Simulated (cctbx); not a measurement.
# Interatomic vectors of LaMnPt

Space group Pnma (no. 62), a = 7.1400 Å, b = 4.4750 Å, c = 7.6980 Å, α = 90.00°, β = 90.00°, γ = 90.00°, content Pt4 La4 Mn4.

Simulated single-crystal data (cctbx): Mo Kα, λ = 0.71073 Å, to d = 0.8 Å, 80 % of the full sphere, strongest reflection 40000 counts, noise from counting, a 3 % proportional error and a noise floor of 4 counts (s.d.); no absorption, some extinction.

Patterson synthesis, origin scaled to 1000:

```text
Patterson group P m m m
      u       v       w   height  length (A)
  0.000   0.000   0.000   1000.0     0.00
  0.087   0.500   0.500    331.2     4.50
  0.500   0.000   0.272    295.9     4.14
  0.325   0.500   0.075    236.3     3.27
  0.174   0.500   0.214    215.5     3.05
  0.238   0.000   0.436    212.6     3.76
  0.263   0.000   0.290    206.1     2.92
  0.437   0.500   0.500    203.3     5.44
  0.412   0.500   0.229    152.3     4.09
  0.500   0.000   0.143    145.5     3.73
  0.125   0.000   0.346     83.8     2.81
  0.066   0.500   0.354     72.0     3.55
  0.344   0.000   0.056     63.8     2.49
  0.364   0.000   0.207     27.2     3.05
```

Q: Assign the vectors.

A peak at u stands for all pairs with xi − xj = u, with weight Σ ZiZj against Σ Z² = 39832 at the origin. Peak heights follow these weights only roughly, since form factors, motion and series ripples differ, all vectors within 0.55 Å of a peak are counted as merged into it though the farther ones add only part of their weight, and F(000) is left out, which lowers the whole map:

| u | v | w | shortest length (Å) | height | 1000 ΣZiZj/ΣZ² | pairs in the cell |
| --- | --- | --- | --- | --- | --- | --- |
| 0.087 | 0.500 | 0.500 | 4.50 | 331 | 305 | 2 × Pt–Pt |
| 0.500 | 0.000 | 0.272 | 4.14 | 296 | 305 | 2 × Pt–Pt |
| 0.325 | 0.500 | 0.075 | 3.27 | 236 | 310 | 2 × Pt–La, 2 × La–Mn, 1 × Mn–Mn |
| 0.174 | 0.500 | 0.214 | 3.04 | 216 | 295 | 2 × Pt–La, 2 × La–Mn |
| 0.238 | 0.000 | 0.436 | 3.76 | 213 | 223 | 2 × Pt–La |
| 0.263 | 0.000 | 0.290 | 2.92 | 206 | 223 | 2 × Pt–La |
| 0.437 | 0.500 | 0.500 | 5.44 | 203 | 359 | 4 × Pt–Mn, 2 × La–La |
| 0.412 | 0.500 | 0.229 | 4.09 | 152 | 153 | 1 × Pt–Pt |
| 0.500 | 0.000 | 0.143 | 3.74 | 146 | 163 | 2 × La–La |
| 0.125 | 0.000 | 0.346 | 2.81 | 84 | 169 | 2 × Pt–Mn, 2 × La–Mn |

The table stops at ten peaks or at a height of 45, below which ripples compete. In the model behind the data Pt, the heaviest element, has 1 independent site: (0.2065, 3/4, 0.1144), up to an allowed shift of origin; the Pt–Pt vectors are differences of these positions and their symmetry mates. The whole model:

| atom | mult. | x | y | z | Ueq (Å²) |
| --- | --- | --- | --- | --- | --- |
| Pt1 | 4 | 0.2065 | 3/4 | 0.1144 | 0.0025 |
| La1 | 4 | 0.4727 | 3/4 | 0.8238 | 0.0030 |
| Mn1 | 4 | 0.3596 | 3/4 | 0.4391 | 0.0041 |

This is a model crystal, built by substitution and not relaxed, with assumed displacement parameters.

[Logs are printed without paths, hosts, clocks, repeated set-up lines and the standing remarks that a program may print on its own settings, such as how far it seeks lower states.]
